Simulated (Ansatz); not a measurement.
# Ca chain started as a strip of triangles: period, moment and channels by functional, part 3 of 3

How many channels does the Ca chain started as a strip of triangles carry, and how sure is the answer?

Ansatz 0.2.0; DFT PBE, plane waves, PAW; relaxation of a chain's period (the session's first sound run).

So far, conductance of the lead as this run defines it (G₀): step 3 (the wire at its relaxed period, level PBE, k-mesh 1×1×21) 2.49; step 5 (bands of the perfect wire, level LDA, k-mesh 1×1×22) 2.42. Also absolute moment (μB): step 2 (relaxing the period, level PBE, cutoff 420 eV) 0.482; step 3 0.477; step 4 (LDA) 0.344; step 6 (RPBE) 0.523.

## (7) The wire at its relaxed period, level RPBE, k-mesh 1×1×21

This step: DFT RPBE, plane waves, PAW; channels and complex bands of a perfect chain (Ansatz 0.2.0).

The channels are counted again under RPBE, at the period that it gave.

input.yaml reads:

```yaml
crystal:
  lattice:
    - [13.5, 0.0, 0.0]
    - [0.0, 12.0, 0.0]
    - [0.0, 0.0, 3.905674767]
  atoms:
    - { symbol: Ca, position: [0.381079712, 0.5, 0.0], spin: 0.17 }
    - { symbol: Ca, position: [0.618920288, 0.5, 0.5], spin: 0.17 }
magnetization:
  spin_polarized: true
kpoints:
  mp_grid: { grid: [1, 1, 21] }
  band_path: { path: ["Γ", Z], npoints: 60 }
scf:
  occupations: { method: fermi_dirac, width: 0.05 }
hamiltonian:
  xc: rpbe
output:
  transmission:
    e_range: [-2, 2]
    de: 0.035
    kmesh: [1, 1]
    reduced_basis: true
    leads: [[0, 0]]
  dos: { projected: true, e_range: [-6, 4] }
```

Started as:

```
$ ansatz run input.yaml --threads 4 --pin off --max-ram 16384MiB --backend cpu --events-out ev --progress --plain --runs-dir out
```

Numbers of over 12 decimals in the logs are rounded to 6 here.

Log:

```text
[...]
Crystal: 2 atoms, lattice volume = 632.719 Å³
Basis set: ecut = 420 eV, 12349 PW (Γ)
Bands: 15, of which v1, the nominal top of the filled ones, is band 10 counted from 1 (9 counted from 0)
Symmetry: 8 space group operations
[...]
k-points: 11 of 21
[...]
Starting moments: Σ|m| = 0.34 μB on 2 of 2 sites
[...]
--- Transmission ---
  basis      : 1421 plane waves across, 5 finite elements along
  points     : 1, standing for a mesh of 1 x 1
[...]
crystal 0  : Ca2, at the sites [0, 0], period 3.9057 Å: whole cells are its period
[...]
filled         : 3.4 meV under the level at which it is neutral
    channels       : 3.000000e0 up, 2.000000e0 down
[...]
[key lines of the parts left out:]
SCF converged after 22 iterations
Magnetization: 0.4096 μB (10.2048 up, 9.7952 down)
Free energy (F): -3640.354809 eV
Fermi energy:    -1.418381 eV
```

Run time: 2.1 min. Hardware: 4 threads of Intel Xeon 6975P-C (Granite Rapids), shared host; peak memory 1.5 GiB; 6.8 min of CPU time.

At the computed energy nearest the Fermi level there are 3 spin-up and 2 spin-down channels, and the thermal average gives 2.49 G₀.

## (8) Side by side

Times are for 4 threads of Intel Xeon 6975P-C (Granite Rapids), shared host. The series side by side:

| no. | level | conductance of the lead as this run defines it (G₀) | absolute moment (μB) | time | memory (GiB) |
| --- | --- | --- | --- | --- | --- |
| 1 | PBE | 2.487 | 0.4774 | 1.9 min | 1.5 |
| 2 | LDA | 2.423 | 0.3435 | 1.9 min | 1.4 |
| 3 | RPBE | 2.494 | 0.5105 | 2.1 min | 1.5 |

The runs together, line spin up. Open channels of the lead, spin up against energy, zero at the Fermi level:

| energy (eV) | PBE | LDA | RPBE |
| --- | --- | --- | --- |
| -2.000 | 1 | 1 | 1 |
| -1.790 | 1 | 1 | 1 |
| -1.615 | 1 | 1 | 1 |
| -1.405 | 1 | 1 | 1 |
| -1.195 | 2 | 2 | 2 |
| -0.985 | 2 | 2 | 2 |
| -0.810 | 2 | 2 | 2 |
| -0.600 | 2 | 2 | 2 |
| -0.390 | 2 | 2 | 2 |
| -0.215 | 2 | 2 | 2 |
| -0.005 | 3 | 3 | 3 |
| 0.205 | 1 | 1 | 1 |
| 0.415 | 3 | 3 | 3 |
| 0.590 | 4 | 7 | 4 |
| 0.800 | 2 | 2 | 2 |
| 1.010 | 4 | 2 | 2 |
| 1.185 | 2 | 2 | 2 |
| 1.395 | 4 | 3 | 4 |
| 1.605 | 2 | 2 | 2 |
| 1.815 | 2 | 2 | 2 |

## (9) The relaxed wire, cutoff 925.187 eV

This step: DFT PBE, plane waves, norm-conserving; relaxation of a chain's period (Ansatz 0.2.0).

The same functional on other atomic datasets tests how far the result hangs on the treatment of the cores. Against the first PBE run of this kind, the cutoff is 925.187 eV against 420.

input.yaml reads:

```yaml
crystal:
  lattice:
    - [13.5, 0.0, 0.0]
    - [0.0, 12.0, 0.0]
    - [0.0, 0.0, 3.44432]
  atoms:
    - { symbol: Ca, position: [0.39101037, 0.5, 0.0], spin: 0.5 }
    - { symbol: Ca, position: [0.60898963, 0.5, 0.5], spin: 0.5 }
magnetization:
  spin_polarized: true
kpoints:
  mp_grid: { grid: [1, 1, 24] }
scf:
  occupations: { method: fermi_dirac, width: 0.05 }
hamiltonian:
  xc: pbe
  pseudopotentials: { kind: nc, accuracy: standard }
relax:
  cell: { fix: [a, b, alpha, beta, gamma] }
  max_steps: 60
```

Log:

```text
[...]
Crystal: 2 atoms, lattice volume = 557.980 Å³
Basis set: ecut = 925.187132 eV, 35737 PW (Γ), exchange–correlation on 270×240×72 points (8 copies of the dense FFT grid, shifted against one another)
Bands: 15, of which v1, the nominal top of the filled ones, is band 10 counted from 1 (9 counted from 0)
Symmetry: 8 space group operations
[...]
0.000000       0.003241       0.000000
        0.000000       0.000000       0.032190
  P = ⅓ Tr σ = 0.0182 GPa (0.182 kbar)
--- Relaxed structure (5 steps of the walk, 5 accepted, 1 SCFs on fresh bases) ---
[...]
cell:  # Å, volume = 620.1900 Å³
    - [13.5, 0.0, 0.0]
    - [0.0, 12.0, 0.0]
    - [0.0, 0.0, 3.828333]
  atoms:
    - { symbol: Ca, position: [0.382741, 0.5, 0.0] }
    - { symbol: Ca, position: [0.617259, 0.5, 0.5] }
[key lines of the parts left out:]
SCF converged after 6 iterations
Magnetization: 0.4234 μB (10.2117 up, 9.7883 down)
Free energy (F): -2104.563624 eV
Fermi energy:    -1.455410 eV
```

Wall time 72 s (4 threads); peak memory 2 GiB.

Step by step:

| step | energy less that of the first step (eV) | largest force component (eV/Å) | pressure (GPa) | volume (Å³) |
| --- | --- | --- | --- | --- |
| 1 | 0.0000 | 0.5259 | 0.52 | 557.98 |
| 2 | -0.1447 | 0.1645 | 0.29 | 574.65 |
| 3 | -0.2310 | 0.0235 | 0.09 | 602.00 |
| 4 | -0.2441 | 0.0038 | 0.02 | 616.61 |
| 5 | -0.2446 | 0.0013 | 0.01 | 620.19 |
| 6* | -0.2494 | 0.0013 | 0.02 | 620.19 |

Relaxation steps marked * repeat the geometry before them on a plane-wave basis chosen anew for their cell, so energy and pressure can jump there.

The run keeps the 8 symmetry operations that it works with, so distortions that break them were not tested.

| cell as run | before | after | change |
| --- | --- | --- | --- |
| c (Å) | 3.444 | 3.828 | +11.1 % |

The atoms that moved most (Å, along periodic axes as changes of fractional coordinates times the final cell, across vacuum about the mean position):

| atom | dx | dy | dz | length |
| --- | --- | --- | --- | --- |
| Ca1 | -0.112 | 0.000 | 0.000 | 0.112 |
| Ca2 | 0.112 | 0.000 | 0.000 | 0.112 |

Final coordinates:

```cif
data_structure
_symmetry_space_group_name_H-M 'P 1'
_symmetry_Int_Tables_number 1
_cell_length_a 13.5000
_cell_length_b 12.0000
_cell_length_c 3.8283
_cell_angle_alpha 90.000
_cell_angle_beta 90.000
_cell_angle_gamma 90.000
_cell_volume 620.19
loop_
_atom_site_label
_atom_site_type_symbol
_atom_site_fract_x
_atom_site_fract_y
_atom_site_fract_z
_atom_site_occupancy
Ca1 Ca 0.38274 0.50000 0.00000 1
Ca2 Ca 0.61726 0.50000 0.50000 1
```

The cell's length comes to 3.828 Å, -0.6 % against the first run, with an absolute moment of 0.50 μB a cell.

## (10) The relaxed wire

This step: DFT PBE, plane waves, PAW; relaxation of a chain's period (Ansatz 0.2.0).

The same relaxation without spin shows what magnetism does to the bond.

input.yaml, the sections that differ from step 9:

```yaml
crystal:
  lattice:
    - [13.5, 0.0, 0.0]
    - [0.0, 12.0, 0.0]
    - [0.0, 0.0, 3.44432]
  atoms:
    - { symbol: Ca, position: [0.39101037, 0.5, 0.0] }
    - { symbol: Ca, position: [0.60898963, 0.5, 0.5] }
hamiltonian:
  xc: pbe
# kpoints, scf, relax: as in step 9
# magnetization: removed
```

Log:

```text
[...]
Crystal: 2 atoms, lattice volume = 557.980 Å³
Basis set: ecut = 420 eV, 10943 PW (Γ), exchange–correlation on 192×162×48 points (8 copies of the dense FFT grid, shifted against one another)
Bands: 14, of which v1, the nominal top of the filled ones, is band 10 counted from 1 (9 counted from 0)
Symmetry: 8 space group operations
[...]
k-points: 13 of 24
[...]
0.013587       0.000000       0.000000
        0.000000       0.001837       0.000000
        0.000000       0.000000      -0.000536
  P = ⅓ Tr σ = 0.0050 GPa (0.050 kbar)
--- Relaxed structure (5 steps of the walk, 5 accepted, 1 SCFs on fresh bases) ---
[...]
cell:  # Å, volume = 627.1048 Å³
    - [13.5, 0.0, 0.0]
    - [0.0, 12.0, 0.0]
    - [0.0, 0.0, 3.871017]
  atoms:
    - { symbol: Ca, position: [0.382119, 0.5, 0.0] }
    - { symbol: Ca, position: [0.617881, 0.5, 0.5] }
[key lines of the parts left out:]
SCF converged after 5 iterations
Free energy (F): -3631.440565 eV
Fermi energy:    -1.398769 eV
```

The job ended after 8.1 s (4 threads; peak memory 0.79 GiB; 28 s of CPU time).

The cell's length comes to 3.871 Å, +0.5 % against the first run, with spin left out. That is +12 % against the start, more than a small adjustment.

## (11) Side by side

Times are for 4 threads of Intel Xeon 6975P-C (Granite Rapids), shared host. The runs compared:

| no. | level | cell length along the wire (Å) | absolute moment (μB) | time | memory (GiB) |
| --- | --- | --- | --- | --- | --- |
| 1 | PBE | 3.851 | 0.4820 | 23 s | 0.91 |
| 2 | LDA | 3.734 | 0.3441 | 15 s | 0.82 |
| 3 | RPBE | 3.906 | 0.5228 | 18 s | 0.92 |
| 4 | PBE, NC files | 3.828 | 0.5000 | 72 s | 2.0 |
| 5 | PBE, no spin | 3.871 | 0 | 8.1 s | 0.79 |

## (12) Summary of results

```yaml
cell_length_pbe: 3.851 Å
cell_length_lda: 3.734 Å
cell_length_rpbe: 3.906 Å
cell_length_pbe_nc_files: 3.828 Å
cell_length_pbe_no_spin: 3.871 Å
conductance_pbe: 2.49 G₀
absolute_moment_pbe: 0.477 μB
conductance_lda: 2.42 G₀
absolute_moment_lda: 0.344 μB
conductance_rpbe: 2.49 G₀
absolute_moment_rpbe: 0.510 μB
```

Under PBE the cell's length is 3.85 Å, the absolute moment is 0.48 μB a cell, and it is a metal with 3 spin-up and 2 spin-down channels next to the Fermi level, 2.49 G₀ at 300 K (2.42 to 2.49 over the functionals). The cell's length spans 4.6 % over the functionals, shortest under LDA and longest under RPBE. A perfect wire passes every open channel, so the conductance counts half a G₀ for each forward-moving state at the Fermi level, spin by spin. At the relaxed period it forms two rows 3.17 Å apart, with 3.71 Å between atoms of unlike rows and 3.85 Å along a row: a strip of triangles. Spin polarisation changes the energy by -0.017 eV a cell and the cell's length by -0.5 %. Transport is coherent and elastic here: the atoms are frozen, so scattering by vibrations plays no part. No search over magnetic orders was made; another may lie lower.

[Logs are printed without paths, hosts, clocks, repeated set-up lines and the standing remarks that a program may print on its own settings, such as how far it seeks lower states.]

[Hosts, paths, dates, database ids (printed as entryN), source tags and the programs' standing remarks are cut or masked in the printed files.]
